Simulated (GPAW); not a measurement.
## propane-1,3-dithiol between two Al chains: relaxation, then transmission at several levels

Aim: the conductance of propane-1,3-dithiol between two Al chains after relaxation, and whether geometry, basis or functional moves it most.

Main program and level: GPAW 26.7.0; GPAW LCAO, PAW setups; relaxation of the junction within the symmetry of its start, lead ends held, in the first sound run; inputs show where later runs differ.

Most raw output is cut from this account.

### 1. The structure

The cell holds 25 atoms: 14 Al, 2 S, 6 H and 3 C. Its edges and angles: a = 11.831 Å, b = 12.166 Å, c = 37.103 Å, α = 90.0°, β = 90.0°, γ = 90.0°. Regions: left lead, 7 atoms (7 Al); channel, 11 atoms (2 S, 6 H and 3 C); right lead, 7 atoms (7 Al). Vacuum lies along a and b. The structure is stacked along c, and the current runs across the ab planes.

### 2. Relaxing the atoms

Transmission follows bond lengths closely, so the atoms between the held lead ends are relaxed first, within whatever symmetry the start has.

File run.py:

```python
import json
from ase import Atoms
from ase.constraints import FixAtoms
from ase.optimize import BFGS
from gpaw import GPAW, FermiDirac

device = Atoms(
    ['Al', 'Al', 'Al', 'Al', 'Al', 'Al', 'Al', 'S', 'H', 'H', 'C', 'H', 'C', 'H', 'C', 'H', 'H', 'S', 'Al', 'Al', 'Al', 'Al', 'Al', 'Al', 'Al'],
    positions=[
        [5.91547, 6.08304, 1.20000],
        [5.91547, 6.08304, 3.60000],
        [5.91547, 6.08304, 6.00000],
        [5.91547, 6.08304, 8.40000],
        [5.91547, 6.08304, 10.80000],
        [5.91547, 6.08304, 13.20000],
        [5.91547, 6.08304, 15.60000],
        [6.91291, 4.13230, 15.79929],
        [8.58094, 5.02166, 17.27462],
        [8.57878, 3.25000, 17.27839],
        [7.93700, 4.13665, 17.29859],
        [6.41878, 5.02671, 18.55164],
        [7.06466, 4.13900, 18.55165],
        [6.41434, 3.25450, 18.55165],
        [7.93700, 4.13667, 19.80470],
        [8.57880, 3.25003, 19.82489],
        [8.58092, 5.02170, 19.82866],
        [6.91292, 4.13230, 21.30400],
        [5.91547, 6.08304, 21.50331],
        [5.91547, 6.08304, 23.90331],
        [5.91547, 6.08304, 26.30331],
        [5.91547, 6.08304, 28.70331],
        [5.91547, 6.08304, 31.10331],
        [5.91547, 6.08304, 33.50331],
        [5.91547, 6.08304, 35.90331]],
    cell=[[11.83094, 0.0, 0.0], [0.0, 12.16608, 0.0], [0.0, 0.0, 37.10331]],
    pbc=True)

device.set_constraint(FixAtoms([0, 1, 2, 3, 4, 5, 19, 20, 21, 22, 23, 24]))
device.calc = GPAW(mode='lcao', basis='dzp', xc='PBE', h=0.18,
                   kpts={'size': (1, 1, 2), 'gamma': True},
                   symmetry={'tolerance': 1e-3, 'extra_ids': [1, 1, 1, 1, 1, 1, 0, 0, 0, 0, 0, 0, 0, 0, 0, 0, 0, 0, 0, 1, 1, 1, 1, 1, 1]},
                   occupations=FermiDirac(0.1), maxiter=250,
                   mixer=dict(beta=0.1, nmaxold=8, weight=100.0),
                   convergence=dict(density=0.0001), txt='relax.txt')
path = []
opt = BFGS(device, maxstep=0.15)
opt.attach(lambda: path.append((device.get_potential_energy(), device.positions.tolist(), device.get_forces().tolist())))
relaxed = bool(opt.run(fmax=0.05, steps=50))
json.dump(dict(relaxed=relaxed, path=path, positions=device.positions.tolist(), moments=device.get_magnetic_moments().tolist(),
               forces=device.get_forces(apply_constraint=False).tolist()), open('result.json', 'w'))
```

On the command line:

```
OMP_NUM_THREADS=1 OPENBLAS_NUM_THREADS=1 python run.py
```

Elapsed: 50 min, on 1 thread of Arm Neoverse V1, shared host; peak memory 2.3 GiB.

The steps of the relaxation (22 of 48):

```csv
step,energy less that of the first step (eV),largest force (eV/Å)
1,0.0000,1.4273
3,-0.2620,0.9209
5,-0.4081,0.5032
8,-0.4722,0.2498
10,-0.4839,0.2023
12,-0.4966,0.2395
14,-0.5143,0.2431
17,-0.5564,0.1732
19,-0.5717,0.2038
21,-0.5819,0.1016
23,-0.5870,0.0927
26,-0.5924,0.0954
28,-0.5957,0.1270
30,-0.6018,0.1419
32,-0.6071,0.1139
35,-0.6148,0.1605
37,-0.6217,0.1597
39,-0.6497,0.3116
41,-0.6792,0.1822
44,-0.6894,0.0797
46,-0.6923,0.0525
48,-0.6927,0.0395
```

The atoms that moved most (Å):

| atom | dx | dy | dz | length |
| --- | --- | --- | --- | --- |
| Al19 | 0.851 | 0.706 | 0.017 | 1.106 |
| Al7 | 0.851 | 0.706 | -0.017 | 1.106 |
| H14 | -0.206 | 0.352 | 0.000 | 0.408 |
| S8 | -0.053 | 0.385 | -0.055 | 0.392 |
| S18 | -0.053 | 0.385 | 0.055 | 0.392 |
| H12 | 0.079 | 0.343 | 0.000 | 0.352 |
| H10 | -0.247 | -0.005 | -0.087 | 0.262 |
| H16 | -0.247 | -0.005 | 0.087 | 0.262 |

The relaxation lowered the energy of the cell by 0.693 eV (energies extrapolated to zero smearing; the optimiser's log prints free energies). The largest force left on a free atom is 0.040 eV/Å.

### 3. Double-zeta polarised basis

The script solves lead and junction separately, takes H and S in the orbital basis, and joins semi-infinite leads through their self-energies; the dzp basis is the working standard.

This step: GPAW LCAO, PAW setups; Landauer transmission from Green's functions with principal layers (ASE), zero bias (GPAW 26.7.0).

File run.py:

```python
import json
import numpy as np
from ase import Atoms
from ase.transport.calculators import TransportCalculator
from gpaw import GPAW, FermiDirac
from gpaw.lcao.tools import get_lcao_hamiltonian
from scipy.linalg import eigh

# The junction with lead layers at both ends, along the third cell vector
device = Atoms(
    ['Al', 'Al', 'Al', 'Al', 'Al', 'Al', 'Al', 'S', 'H', 'H', 'C', 'H', 'C', 'H', 'C', 'H', 'H', 'S', 'Al', 'Al', 'Al', 'Al', 'Al', 'Al', 'Al'],
    positions=[
        [5.91547, 6.08304, 1.20000],
        [5.91547, 6.08304, 3.60000],
        [5.91547, 6.08304, 6.00000],
        [5.91547, 6.08304, 8.40000],
        [5.91547, 6.08304, 10.80000],
        [5.91547, 6.08304, 13.20000],
        [6.76680, 6.78943, 15.58264],
        [6.86013, 4.51690, 15.74426],
        [8.69788, 5.00322, 17.29252],
        [8.33141, 3.24538, 17.19182],
        [7.86976, 4.25619, 17.28273],
        [6.49817, 5.36955, 18.55164],
        [7.01618, 4.37709, 18.55165],
        [6.20791, 3.60682, 18.55165],
        [7.86976, 4.25621, 19.82056],
        [8.33143, 3.24541, 19.91146],
        [8.69786, 5.00326, 19.81076],
        [6.86014, 4.51690, 21.35903],
        [6.76680, 6.78943, 21.52067],
        [5.91547, 6.08304, 23.90331],
        [5.91547, 6.08304, 26.30331],
        [5.91547, 6.08304, 28.70331],
        [5.91547, 6.08304, 31.10331],
        [5.91547, 6.08304, 33.50331],
        [5.91547, 6.08304, 35.90331]],
    cell=[[11.83094, 0.0, 0.0], [0.0, 12.16608, 0.0], [0.0, 0.0, 37.10331]],
    pbc=True)

# One principal layer of the lead: the first 4 atoms of the device
lead = Atoms(
    ['Al', 'Al', 'Al', 'Al'],
    positions=[
        [5.91547, 6.08304, 1.20000],
        [5.91547, 6.08304, 3.60000],
        [5.91547, 6.08304, 6.00000],
        [5.91547, 6.08304, 8.40000]],
    cell=[[11.83094, 0.0, 0.0], [0.0, 12.16608, 0.0], [0.0, 0.0, 9.6]],
    pbc=True)

settings = dict(mode='lcao', basis='dzp', xc='PBE', h=0.2,
                occupations=FermiDirac(0.1), maxiter=250,
                mixer=dict(beta=0.1, nmaxold=8, weight=100.0),
                convergence=dict(density=0.0001))
energies = np.arange(-2, 2 + 1e-9, 0.025)
eta = 0.0001
n1, n2 = 1, 1
# k and -k transmit alike, so half of the mesh across the current serves
mesh = [(i, j) for i in range(n1) for j in range(n2) if (i, j) <= (-i % n1, -j % n2)]
weights = np.array([1 if (i, j) == (-i % n1, -j % n2) else 2 for i, j in mesh]) / (n1 * n2)

# [... helper functions left out ...]
fermi_lead = ground_state(lead, (1, 1, 12), 'lead.txt')
fermi_device = ground_state(device, (1, 1, 2), 'device.txt')
# [... loop over the mesh left out, but for ...]
        # Shift the lead onto the potential of the device's first layer
        shift = ((H[:, 0, 0] - H0[:, 0, 0]) / S0[0, 0]).real.mean()
# [...]
kT = 8.617333e-5 * 300
bias = [0.1, 0.2, 0.5, 1.0, 1.5, 2.0]
# [... integrals and printing left out ...]
```

Run time: 2 min. Hardware: 1 thread; peak memory 1.9 GiB.

Numbers from this step:

- conductance: 0.07415 G₀
- thermopower: 77.60 μV/K
- largest coupling past the next principal layer: 1.11e-15 eV
- largest misfit of the first principal layer: 0.09037 eV
- shift that aligns the lead: 0.01972 eV
- basis functions of the junction: 277
- basis functions of a principal layer: 52
- transmission at the Fermi level (one spin): 0.06441
- open channels of the lead at the Fermi level (one spin): 2

One spin. Table of transmission, zone mean by energy, zero at the Fermi level:

```
energy (eV)  transmission, zone mean
     -2.000                  0.00970
     -1.825                    0.553
     -1.800                    0.461
     -1.600                   0.0386
     -1.500                    0.895
     -1.400                    0.180
     -1.300                    0.608
     -1.200                   2.3e-9
     -1.000                  4.6e-12
     -0.800                  1.5e-12
     -0.600                  3.3e-12
     -0.400                   1.0e-9
     -0.325                    0.515
     -0.200                    0.878
      0.000                   0.0644
      0.200                   0.0207
      0.400                   0.0133
      0.600                   0.0122
      0.800                   0.0131
      1.000                   0.0185
      1.200                   0.0260
      1.400                   0.0331
      1.600                   0.0415
      1.800                   0.0528
      2.000                   0.0692
```

Crossings of the lead's bands, unfolded to its shortest repeat. The open channels, zone mean by energy, zero at the Fermi level:

energy (eV), open channels, zone mean and a bar:
```
   -2.000       1.00 ##########
   -1.800       1.00 ##########
   -1.600       1.00 ##########
   -1.400       1.00 ##########
   -1.200       0.00 
   -1.000       0.00 
   -0.800       0.00 
   -0.600       0.00 
   -0.400       0.00 
   -0.200       2.00 ####################
    0.000       2.00 ####################
    0.200       2.00 ####################
    0.400       2.00 ####################
    0.600       2.00 ####################
    0.800       2.00 ####################
    1.000       3.00 ##############################
    1.200       3.00 ##############################
    1.400       3.00 ##############################
    1.600       3.00 ##############################
    1.800       3.00 ##############################
    2.000       3.00 ##############################
```

Not self-consistent under bias; the bias window is split evenly. Table of current through one cell, from the zero-bias transmission by bias:

```csv
bias (V),"current through one cell, from the zero-bias transmission (μA)"
0.100,0.609
0.200,1.47
0.500,7.10
1.000,10.1
1.500,10.4
2.000,10.6
```

The transmission of the three most open eigenchannels by energy, zero at the Fermi level:

| energy (eV) | channel 1 | channel 2 | channel 3 |
| --- | --- | --- | --- |
| -2.000 | 0.00970 | 0 | 0 |
| -1.900 | 0.0282 | 0 | 0 |
| -1.800 | 0.461 | 0 | 0 |
| -1.700 | 0.0177 | 0 | 0 |
| -1.600 | 0.0386 | 0 | 0 |
| -1.500 | 0.895 | 0 | 0 |
| -1.400 | 0.180 | 0 | 0 |
| -1.300 | 0.608 | 0 | 0 |
| -1.200 | 2.3e-9 | 0 | 0 |
| -1.100 | 3.2e-11 | 0 | 0 |
| -1.000 | 4.4e-12 | 0 | 0 |
| -0.900 | 1.7e-12 | 0 | 0 |
| -0.800 | 1.3e-12 | 0 | 0 |
| -0.700 | 1.6e-12 | 0 | 0 |
| -0.600 | 3.1e-12 | 0 | 0 |
| -0.500 | 1.1e-11 | 0 | 0 |
| -0.400 | 1.0e-9 | 1.3e-11 | 0 |
| -0.300 | 0.204 | 6.8e-4 | 0 |
| -0.200 | 0.876 | 0.00174 | 0 |
| -0.100 | 0.178 | 0.00303 | 0 |
| 0.000 | 0.0607 | 0.00373 | 0 |
| 0.100 | 0.0293 | 0.00354 | 0 |
| 0.200 | 0.0176 | 0.00306 | 0 |
| 0.300 | 0.0129 | 0.00270 | 0 |
| 0.400 | 0.0108 | 0.00255 | 0 |
| 0.500 | 0.00982 | 0.00257 | 0 |
| 0.600 | 0.00948 | 0.00272 | 0 |
| 0.700 | 0.00948 | 0.00300 | 0 |
| 0.800 | 0.00970 | 0.00342 | 1.0e-12 |
| 0.900 | 0.0101 | 0.00403 | 2.0e-11 |
| 1.000 | 0.0130 | 0.00546 | 1.1e-4 |
| 1.100 | 0.0157 | 0.00648 | 2.7e-4 |
| 1.200 | 0.0180 | 0.00751 | 4.6e-4 |
| 1.300 | 0.0201 | 0.00863 | 7.1e-4 |
| 1.400 | 0.0222 | 0.00986 | 0.00104 |
| 1.500 | 0.0243 | 0.0112 | 0.00154 |
| 1.600 | 0.0265 | 0.0126 | 0.00227 |
| 1.700 | 0.0291 | 0.0142 | 0.00337 |
| 1.800 | 0.0320 | 0.0159 | 0.00499 |
| 1.900 | 0.0355 | 0.0176 | 0.00731 |
| 2.000 | 0.0394 | 0.0194 | 0.0103 |

Couplings past the next layer reach 1.1e-15 eV, small enough to drop; the matrix elements of the cell's first layer differ from the bulk lead's by up to 0.090 eV. That layer keeps its own values in the calculation, and only beyond it is the lead taken as perfect. The Fermi levels of lead and junction count from different zeros of potential, one for each periodic cell; with both set to zero, the small remaining shift is what aligns them. By hand: G = 0.07415 × 77.48 μS = 5.75 μS, a resistance of 174 kΩ; at 0.1 V a linear junction would pass 0.575 μA, and the integral over the bias window gives 0.609 μA. Mott's formula, S = -(π²/3)(k_B²T/e) d ln T/dE, has the prefactor 7.33 μV/K·eV at 300 K; T = 0.07927 at -0.025 eV and 0.05327 at 0.025 eV give a slope of -7.95 per eV and S = 58.3 μV/K, beside 77.6 μV/K from the thermal integral, which interpolates the same grid.

### 4. GPAW, szp: basis = "szp(dzp)"

One radial function a shell plus polarisation makes the matrices smaller; the question is what that costs.

Changes to run.py since step 3:

```diff
@@ -51,3 +51,3 @@
 
-settings = dict(mode='lcao', basis='dzp', xc='PBE', h=0.2,
+settings = dict(mode='lcao', basis='szp(dzp)', xc='PBE', h=0.2,
                 occupations=FermiDirac(0.1), maxiter=250,
```

Run time: 1.7 min. Hardware: 1 thread; peak memory 1.8 GiB.

This step gave:

```
conductance                                    : 0.07078 G₀
thermopower                                    : 64.16 μV/K
largest coupling past the next principal layer : 1.40e-15 eV
largest misfit of the first principal layer    : 0.09956 eV
shift that aligns the lead                     : 0.02593 eV
basis functions of the junction                : 195
basis functions of a principal layer           : 36
transmission at the Fermi level (one spin)     : 0.06469
```

One spin. Table of transmission, zone mean by energy, zero at the Fermi level:

energy (eV), transmission, zone mean and a bar:
```
   -2.000      0.008 
   -1.900      0.021 #
   -1.800      0.747 #######################
   -1.700      0.043 #
   -1.600      0.086 ###
   -1.525      0.990 ##############################
   -1.500      0.587 ##################
   -1.400      0.183 ######
   -1.300      0.000 
   -1.200      0.000 
   -1.100      0.000 
   -1.000      0.000 
   -0.900      0.000 
   -0.800      0.000 
   -0.700      0.000 
   -0.600      0.000 
   -0.500      0.000 
   -0.400      0.000 
   -0.325      0.410 ############
   -0.300      0.292 #########
   -0.200      0.915 ############################
   -0.100      0.147 ####
    0.000      0.065 ##
    0.100      0.033 #
    0.200      0.021 #
    0.300      0.016 
    0.400      0.014 
    0.500      0.013 
    0.600      0.013 
    0.700      0.013 
    0.800      0.016 
    0.900      0.020 #
    1.000      0.024 #
    1.100      0.028 #
    1.200      0.031 #
    1.300      0.035 #
    1.400      0.039 #
    1.500      0.043 #
    1.600      0.048 #
    1.700      0.054 ##
    1.800      0.060 ##
    1.900      0.067 ##
    2.000      0.075 ##
```

Crossings of the lead's bands, unfolded to its shortest repeat. Table of open channels, zone mean by energy, zero at the Fermi level:

```csv
energy (eV),"open channels, zone mean"
-2.000,1
-1.900,1
-1.800,1
-1.700,1
-1.600,1
-1.500,1
-1.400,1
-1.300,0
-1.200,0
-1.100,0
-1.000,0
-0.900,0
-0.800,0
-0.700,0
-0.600,0
-0.500,0
-0.400,0
-0.300,2
-0.200,2
-0.100,2
0.000,2
0.100,2
0.200,2
0.300,2
0.400,2
0.500,2
0.600,2
0.700,2
0.800,3
0.900,3
1.000,3
1.100,3
1.200,3
1.300,3
1.400,3
1.500,3
1.600,3
1.700,3
1.800,3
1.900,3
2.000,3
```

Not self-consistent under bias; the bias window is split evenly. Current through one cell, from the zero-bias transmission against bias:

| bias (V) | current through one cell, from the zero-bias transmission (μA) |
| --- | --- |
| 0.100 | 0.570 |
| 0.200 | 1.30 |
| 0.500 | 6.74 |
| 1.000 | 9.54 |
| 1.500 | 9.80 |
| 2.000 | 10.2 |

Transmission of the three most open eigenchannels against energy, zero at the Fermi level:

```csv
energy (eV),channel 1,channel 2,channel 3
-2.000,0.00828,0,0
-1.900,0.0212,0,0
-1.800,0.747,0,0
-1.700,0.0432,0,0
-1.600,0.0862,0,0
-1.500,0.587,0,0
-1.400,0.183,0,0
-1.300,3.4e-8,0,0
-1.200,5.4e-11,0,0
-1.100,3.3e-12,0,0
-1.000,0,0,0
-0.900,0,0,0
-0.800,0,0,0
-0.700,0,0,0
-0.600,1.3e-12,0,0
-0.500,5.5e-12,0,0
-0.400,1.9e-10,0,0
-0.300,0.292,5.7e-4,0
-0.200,0.914,0.00142,0
-0.100,0.144,0.00287,0
0.000,0.0610,0.00372,0
0.100,0.0297,0.00349,0
0.200,0.0177,0.00301,0
0.300,0.0131,0.00271,0
0.400,0.0111,0.00262,0
0.500,0.0102,0.00268,0
0.600,0.00991,0.00285,1.2e-12
0.700,0.00991,0.00313,7.3e-12
0.800,0.0117,0.00391,3.9e-5
0.900,0.0155,0.00473,2.0e-4
1.000,0.0183,0.00549,3.5e-4
1.100,0.0208,0.00631,5.2e-4
1.200,0.0234,0.00724,7.2e-4
1.300,0.0259,0.00826,1.0e-3
1.400,0.0284,0.00936,0.00137
1.500,0.0311,0.0105,0.00190
1.600,0.0339,0.0117,0.00264
1.700,0.0370,0.0129,0.00371
1.800,0.0405,0.0140,0.00523
1.900,0.0445,0.0152,0.00732
2.000,0.0489,0.0165,0.00999
```

The conductance, 0.0708 G₀, lies 4.5 % below that of the dzp run.

### 5. GPAW, sz: basis = "sz(dzp)"

One function for each valence shell of the setup, as for a first survey of a large system.

Changes to run.py since step 4:

```diff
@@ -51,3 +51,3 @@
 
-settings = dict(mode='lcao', basis='szp(dzp)', xc='PBE', h=0.2,
+settings = dict(mode='lcao', basis='sz(dzp)', xc='PBE', h=0.2,
                 occupations=FermiDirac(0.1), maxiter=250,
```

Elapsed: 64 s, on 1 thread; peak memory 1.7 GiB.

This step gave:

* conductance: 0.06193 G₀
* thermopower: 68.95 μV/K
* largest coupling past the next principal layer: 9.84e-16 eV
* largest misfit of the first principal layer: 0.1245 eV
* shift that aligns the lead: 0.03555 eV
* basis functions of the junction: 82
* basis functions of a principal layer: 16
* transmission at the Fermi level (one spin): 0.05567

One spin. Transmission, zone mean against energy, zero at the Fermi level:

energy (eV), transmission, zone mean and a bar:
```
   -2.000      0.015 
   -1.900      0.151 #####
   -1.875      0.648 #####################
   -1.800      0.067 ##
   -1.700      0.007 
   -1.600      0.000 
   -1.500      0.000 
   -1.400      0.000 
   -1.300      0.000 
   -1.200      0.000 
   -1.100      0.000 
   -1.000      0.000 
   -0.900      0.000 
   -0.800      0.000 
   -0.700      0.000 
   -0.600      0.000 
   -0.500      0.000 
   -0.400      0.000 
   -0.325      0.901 #############################
   -0.300      0.460 ###############
   -0.200      0.930 ##############################
   -0.100      0.135 ####
    0.000      0.056 ##
    0.100      0.029 #
    0.200      0.018 #
    0.300      0.014 
    0.400      0.013 
    0.500      0.012 
    0.600      0.012 
    0.700      0.016 #
    0.800      0.020 #
    0.900      0.023 #
    1.000      0.026 #
    1.100      0.029 #
    1.200      0.032 #
    1.300      0.036 #
    1.400      0.040 #
    1.500      0.044 #
    1.600      0.048 ##
    1.700      0.053 ##
    1.800      0.058 ##
    1.900      0.063 ##
    2.000      0.069 ##
```

The conductance, 0.0619 G₀, lies 16 % below that of the dzp run.

### 6. revPBE in the dzp basis: xc = "revPBE"

Back in the dzp basis, the functional changes from PBE to revPBE, to set the spread between functionals beside that between bases.

Changes to run.py since step 5:

```diff
@@ -51,3 +51,3 @@
 
-settings = dict(mode='lcao', basis='sz(dzp)', xc='PBE', h=0.2,
+settings = dict(mode='lcao', basis='dzp', xc='revPBE', h=0.2,
                 occupations=FermiDirac(0.1), maxiter=250,
```

Elapsed: 1.8 min, on 1 thread; peak memory 1.9 GiB.

Numbers from this step:

| Property | Result |
| --- | --- |
| conductance | 0.07845 G₀ |
| thermopower | 82.99 μV/K |
| largest coupling past the next principal layer | 1.16e-15 eV |
| largest misfit of the first principal layer | 0.09043 eV |
| shift that aligns the lead | 0.01771 eV |
| basis functions of the junction | 277 |
| basis functions of a principal layer | 52 |
| transmission at the Fermi level (one spin) | 0.06693 |

The conductance, 0.0785 G₀, lies 5.8 % above that of the dzp run.

(Part 1 of 2 ends here.)

[Logs are printed without paths, hosts, clocks, repeated set-up lines and the standing remarks that a program may print on its own settings, such as how far it seeks lower states.]

[Hosts, paths, dates, database ids (printed as entryN), source tags and the programs' standing remarks are cut or masked in the printed files.]
